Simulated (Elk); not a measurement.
An input for Elk 11.2.3 (patched build) (LiCl (Fm-3m)):

```
tasks
  185
  186
  187

xctype
  20

rgkmax
  8.5

gmaxvr
  18.0

lmaxapw
  10

lmaxo
  8

nxlo
  2

lorbcnd
  .true.

autolinengy
  .true.

tshift
  .false.

ngridk
  4 4 4

vkloff
  0.05 0.15 0.25

nempty
  10

swidth
  0.00551

scissor
  0.08190

gmaxrf
  2.5

wplot
  351 100 0
  0.0 0.6452

optcomp
  1 1
  2 2
  3 3

nvbse
  2

ncbse
  2

sppath
  './'

avec
  0.0000000000 4.8467128727 4.8467128727
  4.8467128727 0.0000000000 4.8467128727
  4.8467128727 4.8467128727 -0.0000000000

atoms
  2
  'Li.in'
  1
  0.0000000000 0.0000000000 0.0000000000
  'Cl.in'
  1
  0.5000000000 0.5000000000 0.5000000000
```

The database entry behind the starting cell differs from later determinations by our own check (0.1 to 0.3 % short, probably kX units), so it need not match the best structure at ambient conditions.

```sh
OMP_NUM_THREADS=4 elk > log
```

Estimate wall time and host memory on 4 threads of Arm Neoverse V1, shared host.

It took 19 s; on shared hardware allow 9.5 s to 38 s. Peak host memory was 0.11 GiB.

The matrix is small, so building the kernel's matrix elements and any screening outweighs its diagonalisation.

[Paths, hosts, dates, memory and timing lines, banners, echoed tables and standing remarks are left out of the program output.]

[Logs are printed without paths, hosts, clocks, repeated set-up lines and the standing remarks that a program may print on its own settings, such as how far it seeks lower states.]

[Runs of the session that timed out or met a known fault of the program may be left out.]

[Hosts, paths, dates, database ids (printed as entryN), source tags and the programs' standing remarks are cut or masked in the printed files.]
